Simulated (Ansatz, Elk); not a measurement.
**How far do independent atoms describe LaTlSeO?**

Structure refinements treat a crystal as free atoms side by side. For a made-up structure of LaTlSeO (cell and positions from a PBE relaxation) the runs below show what the calculated density changes in F(hkl).

Calculated with Elk 11.2.3 (patched build); DFT, PBE, all-electron APW+lo, Dirac cores, scalar-relativistic bands, static density, no spin.

This account leaves out most program logs.

The structure was built from a prototype and need not be the compound's stable phase.

### Step 1. Set-up

It takes space group P4/nmm (No. 129, tetragonal). The conventional cell has a = 4.292 Å, b = 4.292 Å, c = 10.594 Å, α = 90.00°, β = 90.00°, γ = 90.00°. Nearest to Tl lie 4 Tl at 3.03 Å and 4 Se at 3.27 Å. Nearest to La lie 4 O at 2.42 Å and 5 Se at 3.48 to 3.95 Å and 4 La at 3.78 Å. Nearest to Se lie 4 Tl at 3.27 Å and 5 La at 3.48 to 3.95 Å. Nearest to O lie 4 La at 2.42 Å. Farther neighbours and most contacts between anions are not listed.

### Step 2. Ground state and structure factors

An all-electron density is needed, since X-rays see the cores too. Task 0 finds the density and task 195 Fourier-transforms it; tshift is off so that phases refer to the origin typed.

Input file elk.in:

```
tasks
  0
  195

xctype
  20

spinpol
  .false.

rgkmax
  7.0

gmaxvr
  14.0

lmaxo
  7

lmaxapw
  8

swidth
  0.002

tshift
  .false.

ramdisk
  .false.

hmaxvr
  5.5

maxscl
  120

epspot
  1e-06

sppath
  './'

avec
  8.11028714664 -0.00000000000 0.00000000000
  -0.00000000000 8.11028714664 0.00000000000
  0.00000000000 0.00000000000 20.02017929991

atoms
  4
  'Tl.in'
  2
  0.5000000000 0.5000000000 0.5000000000   0.000000 0.000000 0.000000
  0.0000000000 0.0000000000 0.5000000000   0.000000 0.000000 0.000000
  'La.in'
  2
  0.5000000000 0.0000000000 0.1064045544   0.000000 0.000000 0.000000
  -0.0000000000 0.5000000000 0.8935954456   0.000000 0.000000 0.000000
  'Se.in'
  2
  0.0000000000 0.5000000000 0.2667842455   0.000000 0.000000 0.000000
  0.5000000000 -0.0000000000 0.7332157545   0.000000 0.000000 0.000000
  'O.in'
  2
  -0.0000000000 0.0000000000 -0.0000000000   0.000000 0.000000 0.000000
  0.5000000000 0.5000000000 -0.0000000000   0.000000 0.000000 0.000000

ngridk
  5 5 2
```

Command:

```sh
OMP_NUM_THREADS=4 elk
```

The job ended after 68 s (4 threads of AMD EPYC 7B13 (Zen 3), shared host; peak memory 0.4 GiB).

SFACRHO.OUT:

```text

h k l indices transformed by vhmat matrix:
   1.000000000       0.000000000       0.000000000    
   0.000000000       1.000000000       0.000000000    
   0.000000000       0.000000000       1.000000000    

      h      k      l  multipl.   |H|            Re(F)            Im(F)           |F|

      0      0      0      1   0.0000000       360.00000      0.20077746E-15   360.00000    
      0      0     -1      2  0.31384261      -63.595557     -0.45582784E-13   63.595557    
      0      0     -2      2  0.62768522       131.46119      0.92633243E-14   131.46119    
      0      1      0      4  0.77471798     -0.13706354E-13  0.89951272E-13  0.90989535E-13
     -1      0      1      4  0.83587388      0.34836982E-13  -1.6218905       1.6218905    
      0     -1      1      4  0.83587388     -0.24557217E-13   1.6218905       1.6218905    
      0      0      3      2  0.94152783      -156.12747     -0.28221263E-16   156.12747    
     -1      0     -2      4  0.99708409      0.31981492E-13   107.07713       107.07713    
      0     -1     -2      4  0.99708409     -0.45687845E-13  -107.07713       107.07713    
      1      1      0      4   1.0956167       4.1162754     -0.24797733E-14   4.1162754    
      1     -1      1      8   1.1396811      -197.41955     -0.17955943E-13   197.41955    
     -1      0     -3      4   1.2192877      0.83380318E-13   136.86879       136.86879    
     -1      0      3      4   1.2192877      0.13934793E-12  -136.86879       136.86879    
      0      0     -4      2   1.2553704       119.60701      0.19661499E-12   119.60701    
      1      1     -2      8   1.2626815       183.73713     -0.20546514E-13   183.73713    
      1      1      3      8   1.4445936      -102.60832      0.21378245E-12   102.60832    
      1      0      4      4   1.4751755      0.63962983E-13  -18.200734       18.200734    
      0     -1      4      4   1.4751755     -0.54825414E-13   18.200734       18.200734
```

Elk indexes on the primitive cell of elk.in and gives |H| = 4π sin θ/λ in inverse bohr. Below, one row stands for each form hkl of the conventional cell (m members, Friedel mates merged), F is for one primitive cell and the density is static (no thermal factor). Free-atom factors are Waasmaier and Kirfel's, and R is Σm||F|−|F'||/Σm|F|.

```tsv
hkl	m	sin θ/λ (Å⁻¹)	abs F, DFT	neutral atoms	diff.	abs of complex diff.
001	2	0.047	63.596	64.097	-0.501	0.501
002	2	0.094	131.461	131.244	+0.217	0.217
100	4	0.117	0.000	0.000	+0.000	0.000
101	8	0.126	1.622	1.942	-0.320	0.320
003	2	0.142	156.127	156.921	-0.794	0.794
102	8	0.150	107.077	106.637	+0.440	0.440
110	4	0.165	4.116	3.806	+0.311	0.311
111	8	0.171	197.419	198.109	-0.690	0.690
103	8	0.183	136.869	136.582	+0.287	0.287
004	2	0.189	119.607	119.129	+0.478	0.478
112	8	0.190	183.737	183.214	+0.523	0.523
113	8	0.217	102.608	103.363	-0.755	0.755
104	8	0.222	18.201	18.133	+0.067	0.067
200	4	0.233	280.103	279.966	+0.137	0.137
005	2	0.236	231.173	231.590	-0.417	0.417
201	8	0.238	59.086	59.724	-0.638	0.638
114	8	0.251	169.077	168.578	+0.499	0.499
202	8	0.251	109.939	109.605	+0.334	0.334
210	8	0.261	0.000	0.000	+0.000	0.000
105	8	0.263	58.900	58.902	-0.002	0.002
211	16	0.265	2.673	2.365	+0.308	0.308
203	8	0.273	136.263	136.387	-0.124	0.124
```

### Step 3. The highest occupied states alone

An energy window below the Fermi level keeps the highest occupied states, to see at which angles they scatter; shallow core shells can lie inside it and anion s states outside. No new self-consistency is needed.

Edit elk.in of step 2 so:

```diff
@@ -1,3 +1,2 @@
 tasks
-  0
   195
@@ -40,2 +39,5 @@
 
+wsfac
+  -0.238210 0.502780
+
 sppath
```

Command:

```sh
OMP_NUM_THREADS=4 elk
```

Run time: 26 s. Hardware: 4 threads; peak memory 0.27 GiB; 31 s of CPU time.

States within 12 eV below the Fermi level hold 51.20 electrons; any levels below the window count with the cores, and a count that is not whole means the window cuts a band. Their amplitudes can exceed the total, where window and core parts have opposite phase:

```tsv
hkl	sin θ/λ (Å⁻¹)	abs F, window	abs F, all
001	0.047	13.024	63.596
002	0.094	19.276	131.461
100	0.117	0.000	0.000
101	0.126	6.277	1.622
003	0.142	6.783	156.127
102	0.150	1.905	107.077
110	0.165	14.724	4.116
111	0.171	6.416	197.419
103	0.183	3.607	136.869
004	0.189	19.099	119.607
```

### Step 4. Another functional

The difference from free atoms is small, so it is set against the change that PBEsol makes.

Edit elk.in of step 3 so:

```diff
@@ -1,2 +1,3 @@
 tasks
+  0
   195
@@ -4,3 +5,3 @@
 xctype
-  20
+  22
 
@@ -39,5 +40,2 @@
 
-wsfac
-  -0.238210 0.502780
-
 sppath
```

Command:

```sh
OMP_NUM_THREADS=4 elk
```

It took 71 s on 4 threads; peak memory 0.39 GiB; 3 min of CPU time.

Against the first run R = 0.01 %; the largest change is -0.079 at 112.

### Step 5. A coarser k-mesh

About half the k-points along each axis test the sampling.

Edit elk.in of step 4 so:

```diff
@@ -5,3 +5,3 @@
 xctype
-  22
+  20
 
@@ -68,2 +68,2 @@
 ngridk
-  5 5 2
+  2 2 1
```

Command:

```sh
OMP_NUM_THREADS=4 elk
```

It took 45 s on 4 threads; peak memory 0.45 GiB.

Against the first run R = 0.01 %; the largest change is +0.071 at 004.

### Step 6. Settings against the effect

```tsv
run	R against the first run (%)	R against neutral atoms, low angle (%)	wall time
PBE, rgkmax 7	0.00	0.33	68 s
PBEsol	0.01	0.31	71 s
k-mesh 2×2×1	0.01	0.34	45 s
```

### Step 7. Summary of results

```yaml
r_against_neutral_atoms_sin_theta_lambda_0p3_a_minus1: 0.33 %
r_against_neutral_atoms_0p3_to_0p61_a_minus1: 0.09 %
```

Independent neutral atoms miss the calculated amplitudes by R = 0.33 % below 0.3 Å⁻¹ and 0.09 % from there to 0.61 Å⁻¹; by shells, 0.58 % below 0.15 Å⁻¹ (5 forms), 0.31 % 0.15 to 0.3 (20 forms), 0.11 % 0.3 to 0.45 (40 forms), 0.08 % above 0.45 (77 forms). Bonding, aspherical density and the tables' own atoms all enter these figures, and the runs don't part them. The largest change of an amplitude is -0.79 electrons, at 003. Weak lines can change much in proportion: 101 goes from 1.94 to 1.62. The window's part falls from 51.2 electrons at the origin to at most 1.40 between 0.45 and 0.61 Å⁻¹, where compact states inside the window still scatter. The window holds more than the 36 outer electrons of the free atoms, so shallow core shells lie inside it. Below 0.3 Å⁻¹ the changes that finished (PBEsol and k-mesh 2×2×1) move F by R = 0.02 % at most, against the 0.33 % that separates it from free atoms. The basis has no finished test. Spin-orbit coupling is left out, which can matter for elements this heavy. Part of the difference isn't bonding: the tables are fits to free atoms and ions calculated by other methods than this functional. Thermal motion, anomalous dispersion and extinction are left out.

[Logs are printed without paths, hosts, clocks, repeated set-up lines and the standing remarks that a program may print on its own settings, such as how far it seeks lower states.]

[Hosts, paths, dates, database ids (printed as entryN), source tags and the programs' standing remarks are cut or masked in the printed files.]
